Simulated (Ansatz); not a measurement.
## GeCl2 (model cell, started as rutile): following an unstable mode

Aim: this structure of GeCl2 (model cell, started as rutile) is to be tested for unstable modes, and one is followed downhill.

Program: Ansatz 0.2.0. Level of theory: DFT r2SCAN, scalar-relativistic, plane waves, PAW. Results are calculated unless marked as measured.

Most raw output is cut from this account.

The structure was built from a prototype and need not be the compound's stable phase.

## 1. The starting structure

The structure is tetragonal, space group P4_2/mnm (No. 136). The conventional cell has a = 6.321 Å, b = 6.321 Å, c = 3.945 Å, α = 90.00°, β = 90.00°, γ = 90.00°. Nearest to Ge lie 6 Cl at 2.67 Å. Cl has 3 Ge at 2.67 Å nearest. Farther neighbours and most contacts between anions are not listed.

## 2. Response at finite wavevector

The cell comes from relaxations at this level that are not shown. The mesh has a single point along some directions, so zone-edge points there are not solved. Linear response on a 1×1×2 q mesh gives force constants as far as a supercell of that size would, and the tensors from the zone-centre run are typed in so that the long-range dipole term is interpolated apart.

Contents of input.yaml:

```yaml
crystal:
  lattice:
    - [6.3207850091, 0.0, 0.0]
    - [0.0, 6.3207850091, 0.0]
    - [0.0, 0.0, 3.9452370847]
  atoms:
    - { symbol: Ge, position: [0.0, 0.0, 0.0] }
    - { symbol: Ge, position: [0.5, 0.5, 0.5] }
    - { symbol: Cl, position: [0.2986439101, 0.2986439101, 0.0] }
    - { symbol: Cl, position: [0.7013560899, 0.7013560899, 0.0] }
    - { symbol: Cl, position: [0.7986439101, 0.2013560899, 0.5] }
    - { symbol: Cl, position: [0.2013560899, 0.7986439101, 0.5] }
kpoints:
  mp_grid: { grid: [4, 4, 8] }
hamiltonian:
  xc: r2scan
scf:
  occupations: { method: fixed }
output:
  eigenvalues: true
phonons:
  method: dfpt
  qmesh: [1, 1, 2]
  temperatures: { t_max: 1000, t_step: 50 }
  qpath:
    path:
      - [[0.0, 0.0, 0.0], [0.0, 0.5, 0.0], [0.5, 0.5, 0.0], [0.0, 0.0, 0.0], [0.0, 0.0, 0.5], [0.0, 0.5, 0.5], [0.5, 0.5, 0.5], [0.0, 0.0, 0.5]]
      - [[0.0, 0.5, 0.0], [0.0, 0.5, 0.5]]
      - [[0.5, 0.5, 0.0], [0.5, 0.5, 0.5]]
    npoints: 10
  non_analytic_term:
    high_frequency_dielectric_tensor: [[5.5075, 0.0, 0.0], [0.0, 5.5075, 0.0], [0.0, 0.0, 5.1782]]
    born_effective_charges:
      - { species: Ge, tensor: [[4.0385, 0.7144, 0.0], [0.7144, 4.0385, 0.0], [0.0, 0.0, 4.1972]] }
      - { species: Ge, tensor: [[4.0385, -0.7144, 0.0], [-0.7144, 4.0385, 0.0], [0.0, 0.0, 4.1972]] }
      - { species: Cl, tensor: [[-2.0193, -1.7481, 0.0], [-1.7481, -2.0193, 0.0], [0.0, 0.0, -2.0986]] }
      - { species: Cl, tensor: [[-2.0193, -1.7481, 0.0], [-1.7481, -2.0193, 0.0], [0.0, 0.0, -2.0986]] }
      - { species: Cl, tensor: [[-2.0193, 1.7481, 0.0], [1.7481, -2.0193, 0.0], [0.0, 0.0, -2.0986]] }
      - { species: Cl, tensor: [[-2.0193, 1.7481, 0.0], [1.7481, -2.0193, 0.0], [0.0, 0.0, -2.0986]] }
    source: "zone-centre run at this cell"
```

The run is started by

```
ansatz run input.yaml --threads 8 --pin off --max-ram 14336MiB --backend cpu --events-out ev --progress --plain --runs-dir out
```

The job ended after 4.8 min (8 threads of Arm Neoverse N1, shared host; peak memory 3.6 GiB; 37 min of CPU time).

This step gave:

- gap on the k-mesh: 2.197 eV
- volume per atom: 26.27 Å³
- sum-rule residual before enforcement: 1.31e-4 eV/Å²
- point group: 4/mmm
- highest optical mode at the zone centre (no LO-TO term): 246.9 cm⁻¹
- lowest optical zone-centre mode: -100.9 cm⁻¹
- lowest mode on the q mesh (acoustic modes at Γ apart): -104.7 cm⁻¹
- highest frequency at a solved wavevector (no LO-TO term at Γ): 246.9 cm⁻¹

Frequencies (cm⁻¹) solved at each irreducible wavevector; negative means imaginary. Frequencies by wavevector, by row:

```csv
q in reciprocal lattice units,star,mode 1,mode 2,mode 3,mode 4,mode 16,mode 17,mode 18
0 0 0,1,-100.9,-100.9,-98.5,-19.1,177.7,199.1,246.9
0 0 -0.5,1,-104.7,-104.7,64.2,64.2,141.8,209.6,209.6
```

Symmetry leaves 2 wavevectors to solve. The lowest mode among them, the acoustic zeros apart, lies at q = (0, 0, -0.5) and is imaginary, 104.7i cm⁻¹, so the energy falls along it.

## 3. The mode frozen in, largest atomic shift 0 Å

The mode followed lies at q = (0, 0, -0.5) with frequency 104.7i cm⁻¹ and is 2-fold degenerate, the softest among the wavevectors solved. At small amplitude the distorted cell has space group no. 92 by a symmetry search on the positions. The undistorted cell that holds it gives the zero of energy on the same k mesh.

System of this step: GeCl2 (model cell, started as rutile). It takes space group P4_2/mnm (No. 136, tetragonal). The conventional cell has a = 6.321 Å, b = 6.321 Å, c = 3.945 Å, α = 90.00°, β = 90.00°, γ = 90.00°. Nearest to Ge lie 6 Cl at 2.67 Å. Nearest to Cl lie 3 Ge at 2.67 Å. Farther neighbours and most contacts between anions are not listed.

Contents of input.yaml:

```yaml
crystal:
  lattice:
    - [6.3207850091, 0.0, 0.0]
    - [0.0, 6.3207850091, 0.0]
    - [0.0, 0.0, 7.8904741693]
  atoms:
    - { symbol: Ge, position: [0.0, 0.0, 0.0] }
    - { symbol: Ge, position: [0.0, 0.0, 0.5] }
    - { symbol: Ge, position: [0.5, 0.5, 0.25] }
    - { symbol: Ge, position: [0.5, 0.5, 0.75] }
    - { symbol: Cl, position: [0.2986439101, 0.2986439101, 0.0] }
    - { symbol: Cl, position: [0.2986439101, 0.2986439101, 0.5] }
    - { symbol: Cl, position: [0.7013560899, 0.7013560899, 0.0] }
    - { symbol: Cl, position: [0.7013560899, 0.7013560899, 0.5] }
    - { symbol: Cl, position: [0.7986439101, 0.2013560899, 0.25] }
    - { symbol: Cl, position: [0.7986439101, 0.2013560899, 0.75] }
    - { symbol: Cl, position: [0.2013560899, 0.7986439101, 0.25] }
    - { symbol: Cl, position: [0.2013560899, 0.7986439101, 0.75] }
kpoints:
  mp_grid: { grid: [4, 4, 4] }
hamiltonian:
  xc: r2scan
scf:
  occupations: { method: gaussian, width: 0.02 }
output:
  forces: true
  stress: true
  eigenvalues: true
```

Run time: 11 s. Hardware: 8 threads; peak memory 2.1 GiB; 83 s of CPU time.

This step gave:

- pressure: 0.001652 GPa
- energy from the undistorted cell: 0 meV/atom

At this level the gap is 2.20 eV on the k-mesh of the self-consistent run, which can miss the band edges.

## 4. The mode frozen in, largest atomic shift 0.22 Å

The atoms are moved along the unstable eigenvector, the largest shift by 0.22 Å, with the cell fixed.

Contents of input.yaml:

```yaml
crystal:
  lattice:
    - [6.3207850091, 0.0, 0.0]
    - [0.0, 6.3207850091, 0.0]
    - [0.0, 0.0, 7.8904741693]
  atoms:
    - { symbol: Ge, position: [-0.0191294813, 0.0191294813, 0.0] }
    - { symbol: Ge, position: [0.0191294813, -0.0191294813, 0.5] }
    - { symbol: Ge, position: [0.4808705187, 0.4808705187, 0.25] }
    - { symbol: Ge, position: [0.5191294813, 0.5191294813, 0.75] }
    - { symbol: Cl, position: [0.2916012524, 0.3056865678, 0.0267158085] }
    - { symbol: Cl, position: [0.3056865678, 0.2916012524, 0.4732841915] }
    - { symbol: Cl, position: [0.6943134322, 0.7083987476, -0.0267158085] }
    - { symbol: Cl, position: [0.7083987476, 0.6943134322, 0.5267158085] }
    - { symbol: Cl, position: [0.7916012524, 0.1943134322, 0.2232841915] }
    - { symbol: Cl, position: [0.8056865678, 0.2083987476, 0.7767158085] }
    - { symbol: Cl, position: [0.1943134322, 0.7916012524, 0.2767158085] }
    - { symbol: Cl, position: [0.2083987476, 0.8056865678, 0.7232841915] }
kpoints:
  mp_grid: { grid: [4, 4, 4] }
hamiltonian:
  xc: r2scan
scf:
  occupations: { method: gaussian, width: 0.02 }
output:
  forces: true
  stress: true
  eigenvalues: true
```

Wall time 14 s (8 threads); peak memory 1.7 GiB.

Numbers from this step:

```
pressure                         : 1.850 GPa
gap on the k-mesh                : 2.211 eV
energy from the undistorted cell : -19.95 meV/atom
```

The energy, extrapolated to zero smearing, is -19.95 meV/atom against the undistorted cell.

The run ends at a pressure of 1.85 GPa, with forces up to 0.12 eV/Å.

## 5. Energy along the mode, all amplitudes (two of the runs are shown above)

An imaginary frequency means negative curvature, so the energy should fall and then rise again as anharmonic terms take over.

Numbers from this step:

```
depth at the lowest point sampled  : 19.95 meV/atom
largest atomic shift at that point : 0.22 Å
```

The energy from the parent by largest atomic shift:

```csv
largest atomic shift (Å),energy from the parent (meV/atom)
0.000,0
0.040,-1.21
0.080,-4.62
0.140,-12.2
0.220,-20.0
0.320,-3.15
0.450,136
```

Displacement at unit largest shift by atom:

```csv
atom,x (Å),y (Å),z (Å),size
Ge1,-0.550,0.550,0.000,0.778
Ge2,0.550,-0.550,0.000,0.778
Ge3,-0.550,-0.550,0.000,0.778
Ge4,0.550,0.550,0.000,0.778
Cl5,-0.202,0.202,0.958,1.000
Cl6,0.202,-0.202,-0.958,1.000
Cl7,-0.202,0.202,-0.958,1.000
Cl8,0.202,-0.202,0.958,1.000
Cl9,-0.202,-0.202,-0.958,1.000
Cl10,0.202,0.202,0.958,1.000
Cl11,-0.202,-0.202,0.958,1.000
Cl12,0.202,0.202,-0.958,1.000
```

The lowest of the steps tried is at 0.22 Å, 20.0 meV/atom below the parent; the bottom of the well need not coincide with a step.

## 6. Relaxing from the distorted cell

Starting from the lowest point found, all atoms and the cell are let go, so that strain and other modes of the same symmetry can join in.

input.yaml: that of step 4 with these lines changed.

```diff
@@ -23,3 +23,3 @@
 scf:
-  occupations: { method: gaussian, width: 0.02 }
+  occupations: { method: fixed }
 output:
@@ -28 +28,6 @@
   eigenvalues: true
+relax:
+  adjacent_minimum: "off"
+  f_tol: 0.002
+  max_steps: 120
+  cell: { stress_tol: 0.03 }
```

The job ended after 2.9 min (8 threads; peak memory 2.1 GiB; 22 min of CPU time).

Step by step:

```csv
step,energy less that of the first step (eV),largest force component (eV/Å),pressure (GPa),volume (Å³)
1,0.0000,0.1156,1.85,315.24
2,-0.2124,0.2265,-0.65,343.90
3,-0.2522,0.2088,-0.68,345.49
4,-0.3491,0.1314,-0.31,348.41
5,-0.3639,0.1424,0.45,354.31
6,-0.3685,0.0495,-0.25,357.66
7,-0.3834,0.0101,0.06,353.55
8,-0.3834,0.0073,-0.06,355.52
9,-0.3838,0.0006,0.00,354.58
10*,-0.3895,0.0006,0.00,354.58
```

Relaxation steps marked * repeat the geometry before them on a plane-wave basis chosen anew for their cell, so energy and pressure can jump there.

The run keeps the 8 symmetry operations that it works with, so distortions that break them were not tested.

```csv
"conventional cell, symmetrised",before,after,change
a (Å),6.321,6.360,+0.6 %
b (Å),6.321,6.360,+0.6 %
c (Å),7.890,8.767,+11.1 %
volume (Å³/atom),26.27,29.55,+12.5 %
```

The atoms that moved most (Å, as changes of fractional coordinates times the final cell):

```csv
atom,dx,dy,dz,length
Cl10,0.236,0.193,0.228,0.381
Cl12,0.193,0.236,-0.228,0.381
Cl6,0.236,-0.193,-0.228,0.381
Cl5,-0.193,0.236,0.228,0.381
Cl11,-0.236,-0.193,0.228,0.381
Cl9,-0.193,-0.236,-0.228,0.381
Cl7,-0.236,0.193,-0.228,0.381
Cl8,0.193,-0.236,0.228,0.381
```

Final coordinates:

```xyz
12
Lattice="6.3596 0.0000 0.0000 0.0000 6.3596 0.0000 0.0000 0.0000 8.7669" Properties=species:S:1:pos:R:3 pbc="T T T"
Ge   -0.1890    0.1890    0.0000
Ge    0.1890   -0.1890    4.3835
Ge    2.9908    2.9908    2.1917
Ge    3.3688    3.3688    6.5752
Cl    1.6612    2.1801    0.4620
Cl    2.1801    1.6612    3.9214
Cl    4.1795    4.6985   -0.4620
Cl    4.6985    4.1795    4.8455
Cl    4.8410    0.9997    1.7297
Cl    5.3599    1.5187    7.0372
Cl    0.9997    4.8410    2.6538
Cl    1.5187    5.3599    6.1131
```

Numbers from this step:

```
pressure          : 0.002176 GPa
gap on the k-mesh : 3.086 eV
volume per atom   : 29.55 Å³
```

The distorted start has space group P4_12_12; the relaxation ends in P4_12_12.

## 7. What came out

| Item | Value |
| --- | --- |
| unstable mode of the parent | q = (0, 0, -0.5), 105i cm⁻¹ |
| depth at the lowest point sampled | 20.0 meV/atom |
| largest atomic shift at that point | 0.22 Å |
| space group reached (within 0.01 Å) | P4_12_12 |
| energy gained over the parent (first relaxation, on the mesh of the frozen mode) | 52.4 meV/atom |
| volume per atom, phase reached | 29.5 Å³ |
| gap on the k-mesh, phase reached | 3.09 eV |

Along this mode the structure falls into P4_12_12, 52.4 meV/atom below the parent. At the parent's cell the well is 19.95 meV/atom deep on the steps tried, with its lowest point at a shift of 0.22 Å. Relaxing atoms and cell changes the gain by +32.46 meV/atom against the lowest step (energies at zero smearing). Most of the total comes from this relaxation. The modes of the phase reached were not computed on this path. Of the 6 patterns followed to their end from this parent, this one reaches the lowest energy. Each path keeps the symmetry of its pattern, so a lower phase may lie along a pattern not tried. The q mesh is too sparse to interpolate, so only the solved wavevectors are given. The program warns that the interpolation holds no quadrupole term, so branches close to Γ can be off in this crystal. The volume moved by more than a tenth on the k mesh of the start, so the energy gain is rough. The starting cell was built on a prototype and not taken from a measurement, so the phase need not exist.

[Logs are printed without paths, hosts, clocks, repeated set-up lines and the standing remarks that a program may print on its own settings, such as how far it seeks lower states.]

[Hosts, paths, dates, database ids (printed as entryN), source tags and the programs' standing remarks are cut or masked in the printed files.]
